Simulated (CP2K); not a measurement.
Consider carboxyacetonitrile at its PBE geometry (Å).

```xyz
9

N    -2.2762    1.2712    1.2041
C    -1.5463    0.6675    0.5308
C    -0.6436   -0.0948   -0.3174
C     0.8033   -0.0392    0.1607
O     1.2248    0.5617    1.1232
O     1.5849   -0.7830   -0.6702
H    -0.9583   -1.1487   -0.3583
H    -0.6862    0.2760   -1.3528
H     2.4976   -0.7107   -0.3201
```

Method: CP2K XAS_TDP, all-electron GAPW, PBEh(45%), aug-cc-pVDZ, TDA, GW2X-corrected core level, no relativity.

Question: Where do the O K-edge lines lie, and how strong are they?

Leading lines: O5 532.43 eV and O6 536.30 eV. The leading line of an atom is its first one with 35 % of the strongest within 2.5 eV of its lowest line over the strength cut. Core ionisation energies at this level: O5 538.77 and O6 540.66 eV.

The first six lines of each atom with a strength over 0.0015:

| atom | energy (eV) | states | strength, one atom | above the computed threshold |
| --- | --- | --- | --- | --- |
| O5 (bonded to C) | 532.43 | 1 | 0.0409 |  |
|  | 536.46 | 1 | 0.0016 |  |
|  | 537.25 | 1 | 0.0029 |  |
|  | 537.79 | 1 | 0.0022 |  |
|  | 538.90 | 1 | 0.0034 | yes |
|  | 539.45 | 1 | 0.0025 | yes |
| O6 (bonded to C and H) | 536.30 | 1 | 0.0159 |  |
|  | 536.98 | 1 | 0.0200 |  |
|  | 538.75 | 1 | 0.0057 |  |
|  | 539.30 | 1 | 0.0203 |  |
|  | 539.37 | 1 | 0.0037 |  |
|  | 539.92 | 1 | 0.0047 |  |

Lines are vertical, at one geometry, with no vibrational structure. GW2X ionisation energies and lines can be off by 1 to 2 eV either way, and a good line position may hide errors that cancel. These values hold no scalar relativity, about 0.4 eV for O 1s. Rydberg lines, and the discretised continuum above threshold, depend on the basis and the box.

[Banner, clock and machine lines of the logs are left out without a mark of their own.]

[Logs are printed without paths, hosts, clocks, repeated set-up lines and the standing remarks that a program may print on its own settings, such as how far it seeks lower states.]

[Hosts, paths, dates, database ids (printed as entryN), source tags and the programs' standing remarks are cut or masked in the printed files.]
